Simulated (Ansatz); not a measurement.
# Si(111) with Cl: bands and core levels, part 2 of 2

Wanted: the XPS lines and the band structure of Si(111) with Cl.

Ansatz 0.2.0; DFT, PBE, plane-wave PAW, scalar-relativistic; PAW set soft_1.

So far, gap on the k-mesh (eV): step 2 (relaxation) 1.03.

## Step 3: Bands by layer (continued)

The intensity has structure finer than the step of the table below, so its rows give means over 0.5 eV, whole bins alone (the curve runs from -17.5 to 1.38 eV). Peaks (eV: height): Cl K-beta -2.82: 100.0; Cl K-beta, E along x -2.82: 139; Cl K-beta, E along y -2.82: 139; Cl K-beta, E along z -4.42: 93.5; Cl L2,3 -15.52: 99.5.

Shapes are the site's partial DOS without matrix elements, which overweights lines from ligand s bands. Table of intensity by emission energy less the core level's binding energy, zero at the valence-band maximum; means over each step; 7 of 10 lines; values in % of the unpolarised maximum:

| emission energy less the core level's binding energy (eV) | Cl K-beta | Cl K-beta, E along x | Cl K-beta, E along y | Cl K-beta, E along z | Cl L2,3 | Si K-beta | Si K-beta, E along x |
| --- | --- | --- | --- | --- | --- | --- | --- |
| -17.0 | 0.267 | 0.197 | 0.197 | 0.407 | 0.312 | 0.438 | 0.280 |
| -16.5 | 0.368 | 0.216 | 0.216 | 0.670 | 0.797 | 0.739 | 0.345 |
| -16.0 | 0.745 | 0.254 | 0.254 | 1.73 | 11.1 | 2.31 | 0.598 |
| -15.5 | 1.27 | 0.297 | 0.297 | 3.21 | 69.2 | 5.05 | 1.07 |
| -15.0 | 0.715 | 0.284 | 0.284 | 1.58 | 6.67 | 1.96 | 0.633 |
| -14.5 | 0.447 | 0.293 | 0.293 | 0.755 | 0.686 | 0.825 | 0.499 |
| -14.0 | 0.412 | 0.317 | 0.317 | 0.602 | 0.287 | 0.666 | 0.532 |
| -13.5 | 0.430 | 0.346 | 0.346 | 0.596 | 0.160 | 0.679 | 0.612 |
| -13.0 | 0.471 | 0.382 | 0.382 | 0.651 | 0.104 | 0.774 | 0.740 |
| -12.5 | 0.535 | 0.423 | 0.423 | 0.757 | 0.0750 | 0.971 | 0.954 |
| -12.0 | 0.632 | 0.473 | 0.473 | 0.950 | 0.0636 | 1.46 | 1.43 |
| -11.5 | 0.802 | 0.532 | 0.532 | 1.34 | 0.123 | 3.05 | 3.02 |
| -11.0 | 1.10 | 0.605 | 0.605 | 2.09 | 0.225 | 5.63 | 5.68 |
| -10.5 | 1.55 | 0.697 | 0.697 | 3.27 | 0.502 | 9.61 | 10.0 |
| -10.0 | 2.24 | 0.817 | 0.817 | 5.08 | 0.767 | 12.5 | 12.9 |
| -9.5 | 2.95 | 0.974 | 0.974 | 6.90 | 0.783 | 16.7 | 18.3 |
| -9.0 | 3.84 | 1.17 | 1.17 | 9.17 | 1.14 | 17.5 | 19.2 |
| -8.5 | 4.52 | 1.39 | 1.39 | 10.8 | 0.682 | 14.6 | 16.5 |
| -8.0 | 5.76 | 1.69 | 1.69 | 13.9 | 0.703 | 12.7 | 14.5 |
| -7.5 | 8.06 | 2.22 | 2.22 | 19.8 | 1.03 | 15.3 | 17.0 |
| -7.0 | 10.8 | 3.29 | 3.29 | 25.8 | 0.639 | 24.5 | 24.4 |
| -6.5 | 15.2 | 4.66 | 4.66 | 36.3 | 1.18 | 35.5 | 32.5 |
| -6.0 | 18.8 | 6.15 | 6.15 | 44.0 | 0.663 | 27.9 | 27.8 |
| -5.5 | 23.3 | 8.52 | 8.52 | 52.8 | 0.879 | 21.9 | 19.4 |
| -5.0 | 28.2 | 15.7 | 15.7 | 53.3 | 0.232 | 25.7 | 24.8 |
| -4.5 | 52.8 | 35.7 | 35.7 | 86.9 | 0.964 | 53.1 | 49.6 |
| -4.0 | 70.9 | 70.7 | 70.7 | 71.4 | 0.422 | 76.4 | 69.3 |
| -3.5 | 87.7 | 110 | 110 | 42.5 | 0.110 | 80.7 | 83.0 |
| -3.0 | 97.8 | 134 | 134 | 26.0 | 0.0772 | 86.3 | 89.9 |
| -2.5 | 83.4 | 118 | 118 | 15.1 | 0.0233 | 91.8 | 95.5 |
| -2.0 | 57.2 | 79.6 | 79.6 | 12.4 | 0.0203 | 93.0 | 95.4 |
| -1.5 | 42.5 | 58.3 | 58.3 | 10.9 | 0.0401 | 90.0 | 88.5 |
| -1.0 | 24.4 | 33.7 | 33.7 | 5.75 | 0.0189 | 56.1 | 65.2 |
| -0.5 | 12.2 | 16.9 | 16.9 | 2.82 | 0.00561 | 31.2 | 41.1 |
| 0.0 | 6.64 | 9.05 | 9.05 | 1.81 | 0.00464 | 15.9 | 21.0 |
| 0.5 | 3.79 | 5.02 | 5.02 | 1.34 | 0.00410 | 6.40 | 7.86 |
| 1.0 | 2.55 | 3.30 | 3.30 | 1.05 | 0.00369 | 3.51 | 4.06 |

Window up to 4.6 eV. Shell moments, by row:

| element | shell | occupied states an atom | centre of occupied part (eV) | rms width of occupied part (eV) | centre up to the window's top (eV) | rms width up to the window's top (eV) |
| --- | --- | --- | --- | --- | --- | --- |
| Cl | 3s | 1.864 | -14.64 | 2.636 | -14.06 | 4.083 |
| Cl | 3p | 5.32 | -3.503 | 1.713 | -3.093 | 2.295 |
| Si | 3s | 1.201 | -8.067 | 2.545 | -5.221 | 5.316 |
| Si | 3p | 2.704 | -3.863 | 2.733 | -1.399 | 4.066 |
| H | 1s | 1.028 | -5.14 | 2.341 | -3.047 | 4.196 |

Shapes are the site's partial DOS without matrix elements, which overweights lines from ligand s bands. Emission peaks, by row, the first 40 of 49 rows:

| line | energy (eV) | height (%) |
| --- | --- | --- |
| Cl K-beta | -5.541 | 23.83 |
| Cl K-beta | -2.841 | 100 |
| Cl K-beta, E along x | -2.791 | 139.7 |
| Cl K-beta, E along y | -2.791 | 139.7 |
| Cl K-beta, E along z | -6.491 | 37.25 |
| Cl K-beta, E along z | -5.591 | 55.68 |
| Cl K-beta, E along z | -4.441 | 93.95 |
| Cl K-beta, E along z | -1.791 | 12.77 |
| Cl L2,3 | -15.54 | 100 |
| Si K-beta | -9.591 | 17.34 |
| Si K-beta | -8.991 | 18.52 |
| Si K-beta | -8.291 | 14.97 |
| Si K-beta | -6.641 | 39.74 |
| Si K-beta | -3.891 | 80.69 |
| Si K-beta | -3.291 | 83.15 |
| Si K-beta | -2.691 | 96.21 |
| Si K-beta | -1.641 | 100 |
| Si K-beta, E along x | -9.541 | 19 |
| Si K-beta, E along x | -8.991 | 20.28 |
| Si K-beta, E along x | -6.641 | 36.6 |
| Si K-beta, E along x | -6.041 | 30.14 |
| Si K-beta, E along x | -3.291 | 90.3 |
| Si K-beta, E along x | -2.641 | 96.6 |
| Si K-beta, E along x | -2.191 | 97.06 |
| Si K-beta, E along x | -1.641 | 95.94 |
| Si K-beta, E along y | -9.541 | 19 |
| Si K-beta, E along y | -8.991 | 20.28 |
| Si K-beta, E along y | -6.641 | 36.6 |
| Si K-beta, E along y | -6.041 | 30.14 |
| Si K-beta, E along y | -3.291 | 90.3 |
| Si K-beta, E along y | -2.641 | 96.6 |
| Si K-beta, E along y | -2.191 | 97.06 |
| Si K-beta, E along y | -1.641 | 95.94 |
| Si K-beta, E along z | -15.54 | 15.28 |
| Si K-beta, E along z | -9.691 | 14.69 |
| Si K-beta, E along z | -9.041 | 15.02 |
| Si K-beta, E along z | -6.591 | 47.01 |
| Si K-beta, E along z | -5.591 | 28.55 |
| Si K-beta, E along z | -3.941 | 96.65 |
| Si K-beta, E along z | -2.691 | 95.57 |

The spectra weight each projected shell by its atomic cross section (Dirac–Hartree–Slater) and angular factor, for unpolarised light with the analyser at 54.7° from the beam. Broadening, on top of any smearing of the DOS itself: a Gaussian of 0.2 eV and a Lorentzian of 0.2 eV plus 0 times the binding energy (full widths), Fermi edge at 77 K. Each atom is damped by exp[−depth/(λ cos θ)], θ = 45° from the normal, λ from the universal curve. Curves are cut 10 eV under the photon energy, above any shell that the free atom's threshold puts out of reach, or at the lower edge of the window: 11.2 eV at 21.2 eV, 17.5 eV at 150 eV, 17.5 eV at 250 eV, 17.5 eV at 1486.7 eV and 17.5 eV at 5414.7 eV. Dipole terms alone, which is rough above 3 keV; no background, satellites or final-state effects.

How the area divides among the shells (%):

| shell | 21.2 eV | 150 eV | 250 eV | 1486.7 eV | 5414.7 eV |
| --- | --- | --- | --- | --- | --- |
| Cl 3s | 0.0 | 16.2 | 17.3 | 29.2 | 38.9 |
| Cl 3p | 87.5 | 52.1 | 48.1 | 25.4 | 10.8 |
| Si 3s | 2.5 | 11.0 | 13.9 | 33.1 | 45.2 |
| Si 3p | 6.8 | 20.5 | 20.6 | 12.3 | 5.1 |
| H 1s | 3.2 | 0.1 | 0.1 | 0.0 | 0.0 |

Cross sections used, in Mb an electron:

| shell | 21.2 eV | 150 eV | 250 eV | 1486.7 eV | 5414.7 eV |
| --- | --- | --- | --- | --- | --- |
| Cl 3s | - | 0.079 | 0.036 | 0.0012 | 5.8e-5 |
| Cl 3p | 2.7 | 0.088 | 0.035 | 3.8e-4 | 5.6e-6 |
| Si 3s | 0.13 | 0.041 | 0.018 | 5.3e-4 | 2.1e-5 |
| Si 3p | 0.15 | 0.034 | 0.012 | 8.8e-5 | 1.1e-6 |
| H 1s | 1.9 | 0.0055 | 0.0011 | 3.0e-6 | 3.7e-8 |

Regions along c: top from 15.2 to 21.6 Å, middle from 9.8 to 14.8 Å, bottom from 3.0 to 9.5 Å.

States with weight above 0.08 nearest the zero at K of the zone, within the window kept, -7.5 to 4.8 eV (levels that the program groups as degenerate share a row):

| E (eV) | weight, total | weight, top | weight, middle | weight, bottom |
| --- | --- | --- | --- | --- |
| -4.07 | 1.00 | 0.10 | 0.17 | 0.64 |
| -3.45 | 1.00 | 0.68 | 0.17 | 0.13 |
| -3.31 | 1.00 | 0.07 | 0.42 | 0.45 |
| -2.90 | 1.00 | 0.52 | 0.33 | 0.10 |
| -2.21 | 1.00 | 0.27 | 0.46 | 0.19 |
| -1.93 | 1.00 | 0.41 | 0.50 | 0.05 |
| 2.02 | 1.00 | 0.22 | 0.66 | 0.10 |
| 2.60 | 1.00 | 0.11 | 0.52 | 0.31 |
| 2.68 | 1.00 | 0.18 | 0.53 | 0.23 |
| 4.00 | 1.00 | 0.27 | 0.41 | 0.26 |

States with weight above 0.08 nearest the zero at Γ of the zone, within the window kept, -7.5 to 4.8 eV (levels that the program groups as degenerate share a row):

| E (eV) | weight, total | weight, top | weight, middle | weight, bottom |
| --- | --- | --- | --- | --- |
| -2.54 | 2.00 | 1.93 | 0.03 | 0.00 |
| -1.58 | 1.00 | 0.17 | 0.55 | 0.24 |
| -0.92 | 2.00 | 0.09 | 1.39 | 0.40 |
| -0.43 | 2.00 | 0.35 | 0.46 | 0.92 |
| 0.00 | 2.00 | 0.55 | 0.86 | 0.33 |
| 1.70 | 1.00 | 0.21 | 0.56 | 0.13 |
| 2.01 | 1.00 | 0.21 | 0.37 | 0.30 |
| 2.35 | 1.00 | 0.06 | 0.55 | 0.34 |
| 3.04 | 2.00 | 0.25 | 1.14 | 0.48 |
| 3.43 | 1.00 | 0.23 | 0.35 | 0.33 |

States with weight above 0.08 nearest the zero at M of the zone, within the window kept, -7.5 to 4.8 eV (levels that the program groups as degenerate share a row):

| E (eV) | weight, total | weight, top | weight, middle | weight, bottom |
| --- | --- | --- | --- | --- |
| -2.79 | 1.00 | 0.28 | 0.49 | 0.19 |
| -2.45 | 1.00 | 0.08 | 0.61 | 0.26 |
| -1.94 | 1.00 | 0.24 | 0.57 | 0.15 |
| -1.76 | 1.00 | 0.17 | 0.27 | 0.47 |
| -1.16 | 1.00 | 0.39 | 0.38 | 0.10 |
| 1.03 | 1.00 | 0.11 | 0.66 | 0.16 |
| 1.57 | 1.00 | 0.20 | 0.56 | 0.18 |
| 1.68 | 1.00 | 0.23 | 0.19 | 0.44 |
| 2.05 | 1.00 | 0.17 | 0.53 | 0.21 |
| 3.04 | 1.00 | 0.24 | 0.51 | 0.20 |

The largest force component on a free atom is 0.010 eV/Å, so the atoms are at rest for these settings too.

## Step 4: Z+1 stand-in on atom 5

System of this step: Si23PH4Cl4. The cell holds 32 atoms: 4 Cl, 1 P, 23 Si and 4 H. Cell: a = 7.679 Å, b = 7.679 Å, c = 24.594 Å, α = 90.0°, β = 90.0°, γ = 60.0°. It derives from Si. Regions: ad, 4 atoms (4 Cl); L1, 4 atoms (1 P and 3 Si); L2, 4 atoms (4 Si); L3, 4 atoms (4 Si); mid, 4 atoms (4 Si); rest, 12 atoms (8 Si and 4 H). Vacuum lies along c.

An atom with a screened core hole acts much like the next element, so total energies with that element on different sites give core-level shifts.

Input file input.yaml:

```yaml
crystal:
  lattice:
    - [7.6791796437, 0.0, 0.0]
    - [3.8395898218, 6.6503646517, 0.0]
    - [0.0, 0.0, 24.5937769138]
  atoms:
    - { symbol: Cl, position: [0.0, 0.0, 0.716673498] }
    - { symbol: Cl, position: [0.5, 0.0, 0.716673498] }
    - { symbol: Cl, position: [0.0, 0.5, 0.716673498] }
    - { symbol: Cl, position: [0.5, 0.5, 0.716673498] }
    - { symbol: P, position: [0.0, 0.0, 0.6323104338] }
    - { symbol: Si, position: [0.5, 0.0, 0.6323104338] }
    - { symbol: Si, position: [0.0, 0.5, 0.6323104338] }
    - { symbol: Si, position: [0.5, 0.5, 0.6323104338] }
[... 20 atom lines left out ...]
    - { symbol: H, position: [0.0, 0.0, 0.284624847] }
    - { symbol: H, position: [0.5, 0.0, 0.284624847] }
    - { symbol: H, position: [0.0, 0.5, 0.284624847] }
    - { symbol: H, position: [0.5, 0.5, 0.284624847] }
kpoints:
  mp_grid: { grid: [3, 3, 1] }
scf:
  occupations: { method: fermi_dirac, width: 0.02 }
  n_extra_bands: 25
hamiltonian:
  xc: pbe
  pseudopotentials: { kind: paw, azcp: { folder: soft_1 } }
output:
  forces: true
  write_potential: true
  volumetric_format: []
efield:
  axis: 3
  dipole_correction: true
```

Started as:

```bash
ansatz run input.yaml --threads 4 --pin off --max-ram 11264MiB --backend cpu --events-out ev --progress --plain --runs-dir out
```

Run time: 19 s. Hardware: 4 threads of Arm Neoverse V1, shared host; peak memory 1.9 GiB; 76 s of CPU time.

This run has no spin polarisation although its electron count is odd.

Numbers from this step:

- free energy: -19764.4642 eV
- energy at zero smearing: -19764.4519 eV
- smearing term TS: 0.02451 eV
- Fermi energy: 0.9286 eV
- symmetry operations: 6

## Step 5: Z+1 stand-in on atom 8

System of this step: Si23PH4Cl4. The cell holds 32 atoms: 4 Cl, 23 Si, 1 P and 4 H. Its edges and angles: a = 7.679 Å, b = 7.679 Å, c = 24.594 Å, α = 90.0°, β = 90.0°, γ = 60.0°. It derives from Si. Regions: ad, 4 atoms (4 Cl); L1, 4 atoms (3 Si and 1 P); L2, 4 atoms (4 Si); L3, 4 atoms (4 Si); mid, 4 atoms (4 Si); rest, 12 atoms (8 Si and 4 H). Vacuum lies along c.

The same swap on atom 8.

input.yaml, as its differences from that of step 4:

```diff
@@ -10,6 +10,6 @@
     - { symbol: Cl, position: [0.5, 0.5, 0.716673498] }
-    - { symbol: P, position: [0.0, 0.0, 0.6323104338] }
+    - { symbol: Si, position: [0.0, 0.0, 0.6323104338] }
     - { symbol: Si, position: [0.5, 0.0, 0.6323104338] }
     - { symbol: Si, position: [0.0, 0.5, 0.6323104338] }
-    - { symbol: Si, position: [0.5, 0.5, 0.6323104338] }
+    - { symbol: P, position: [0.5, 0.5, 0.6323104338] }
     - { symbol: Si, position: [0.8333333333, 0.3333333333, 0.6005501074] }
```

Wall time 19 s (4 threads); peak memory 1.9 GiB.

## Step 6: Z+1 stand-in on atom 9

System of this step: Si23PH4Cl4. The cell holds 32 atoms: 4 Cl, 23 Si, 1 P and 4 H. Cell: a = 7.679 Å, b = 7.679 Å, c = 24.594 Å, α = 90.0°, β = 90.0°, γ = 60.0°. It derives from Si. Regions: ad, 4 atoms (4 Cl); L1, 4 atoms (4 Si); L2, 4 atoms (1 P and 3 Si); L3, 4 atoms (4 Si); mid, 4 atoms (4 Si); rest, 12 atoms (8 Si and 4 H). Vacuum lies along c.

The same swap on atom 9.

input.yaml, as its differences from that of step 5:

```diff
@@ -13,4 +13,4 @@
     - { symbol: Si, position: [0.0, 0.5, 0.6323104338] }
-    - { symbol: P, position: [0.5, 0.5, 0.6323104338] }
-    - { symbol: Si, position: [0.8333333333, 0.3333333333, 0.6005501074] }
+    - { symbol: Si, position: [0.5, 0.5, 0.6323104338] }
+    - { symbol: P, position: [0.8333333333, 0.3333333333, 0.6005501074] }
     - { symbol: Si, position: [0.3333333333, 0.3333333333, 0.6005501074] }
```

The job ended after 18 s (4 threads; peak memory 1.9 GiB).

Numbers from this step:

- free energy: -19765.3543 eV
- energy at zero smearing: -19765.3435 eV
- smearing term TS: 0.02153 eV
- Fermi energy: 0.9780 eV

## Step 7: Z+1 stand-in on atom 17

System of this step: Si23PH4Cl4. The cell holds 32 atoms: 4 Cl, 23 Si, 1 P and 4 H. Its edges and angles: a = 7.679 Å, b = 7.679 Å, c = 24.594 Å, α = 90.0°, β = 90.0°, γ = 60.0°. It derives from Si. Regions: ad, 4 atoms (4 Cl); L1, 4 atoms (4 Si); L2, 4 atoms (4 Si); L3, 4 atoms (4 Si); mid, 4 atoms (1 P and 3 Si); rest, 12 atoms (8 Si and 4 H). Vacuum lies along c.

The same swap on atom 17.

input.yaml, as its differences from that of step 6:

```diff
@@ -14,3 +14,3 @@
     - { symbol: Si, position: [0.5, 0.5, 0.6323104338] }
-    - { symbol: P, position: [0.8333333333, 0.3333333333, 0.6005501074] }
+    - { symbol: Si, position: [0.8333333333, 0.3333333333, 0.6005501074] }
     - { symbol: Si, position: [0.3333333333, 0.3333333333, 0.6005501074] }
@@ -22,3 +22,3 @@
     - { symbol: Si, position: [0.3333333333, 0.8333333333, 0.504332861] }
-    - { symbol: Si, position: [0.1666666667, 0.1666666667, 0.4718105142] }
+    - { symbol: P, position: [0.1666666667, 0.1666666667, 0.4718105142] }
     - { symbol: Si, position: [0.6666666667, 0.1666666667, 0.4718105142] }
```

Run time: 18 s. Hardware: 4 threads; peak memory 1.9 GiB; 72 s of CPU time.

Numbers from this step:

```
free energy             : -19765.2945 eV
energy at zero smearing : -19765.2841 eV
smearing term TS        : 0.02075 eV
Fermi energy            : 0.8251 eV
```

## Step 8: Shifts from the Z+1 runs

An atom with a screened core hole acts like the next element, so the difference of two such total energies is the shift between the two sites; positive is more bound. Shifts count from the last listed atom of each element.

| atom | region | replaced by | shell meant | free energy (eV) | shift (eV) |
| --- | --- | --- | --- | --- | --- |
| Si5 | layer 1 | P | 2p | -19764.464 | +0.83 |
| Si8 | layer 1 | P | 2p | -19764.464 | +0.83 |
| Si9 | layer 2 | P | 2p | -19765.354 | -0.06 |
| Si17 | middle | P | 2p | -19765.294 | +0.00 |

The stand-in's nearest image is 7.7 Å away. The method gives no absolute levels and the same shift for every shell of an atom. Sites with equal energies can be equivalent by symmetry.

## Step 9: Summary of results

```yaml
ionisation_potential: 5.75 eV (upper face; lower face 4.58 eV)
electron_affinity_kohn_sham: 4.72 eV (slab's lowest empty level against the upper vacuum)
states_held_at_the_top: -2.54 eV at Γ (97 % in the top region)
si_core_shifts_among_the_listed_atoms_from_the_last_listed_one: -0.06 to +0.83 eV
```

**Reading.** The valence top of Si(111) with Cl lies 5.75 eV (upper face; lower face 4.58 eV) below the vacuum and the lowest empty level 4.72 eV below the vacuum of the upper face. 1 level of weight over 0.3 between −3.0 and 3.0 eV at the labelled points keeps to the outer layers (over 60 % in the top region, under 6 % in the middle), as surface states do (in so thin a slab a quantum-well level with a node in the middle can look the same); it lies at -2.54 eV (Γ). The upper face's value lies 1.17 eV above that of the hydrogen-covered lower face; the difference is the dipole step of the groups. Core shifts by the Z+1 route: Si -0.06 to +0.83 eV. Among the sites run, the most bound Si 2p level is that of Si8 (layer 1), tied with Si5, bonded to 3 Si and 1 Cl; the least bound, 0.89 eV shallower, that of Si9 (layer 2), bonded to 4 Si. That is the order that electronegative neighbours give as a rule, though screening of the hole enters too. With the next element in place the extra electron enters the lowest empty band of the cell, and its attraction to the stand-in enters the order. At 21.2 eV the valence spectrum has its highest listed peaks within 10.8 eV at 2.1 eV (Cl 3p), 2.7 eV (Cl 3p), 3.3 eV (Cl 3p), 3.9 eV (Cl 3p) and 4.5 eV (Cl 3p). At 1486.7 eV the valence spectrum has its highest listed peaks within 13 eV at 2.7 eV (Cl 3p), 3.3 eV (Cl 3p), 3.9 eV (Cl 3p), 6.6 eV (Si 3s) and 9.0 eV (Si 3s), and the deeper Cl 3s line at 15.5 eV is higher still. The shell named is the one with most of the intensity, cross sections included, not always the one with most states there. In the main run, from 1486.7 eV towards hard X-rays the Si 3s share grows by 12 points, as its cross section falls more slowly with photon energy than those of the shells it gains on. The spectra rest on a 3×3×1 mesh, so closely spaced maxima can be ripples of the mesh. The slab's own atoms span 7.1 Å, so bulk bands appear as a few quantum-well levels, and states of the two faces can mix. The affinity uses the Kohn–Sham gap, which is too small, so the true affinity is lower and the true ionisation potential usually higher.

[Logs are printed without paths, hosts, clocks, repeated set-up lines and the standing remarks that a program may print on its own settings, such as how far it seeks lower states.]

[Hosts, paths, dates, database ids (printed as entryN), source tags and the programs' standing remarks are cut or masked in the printed files.]

[Maps of the electrostatic potential energy from Ansatz leave out the sawtooth potential of an applied field or a dipole correction, so their vacuum need not be flat; work functions include it.]
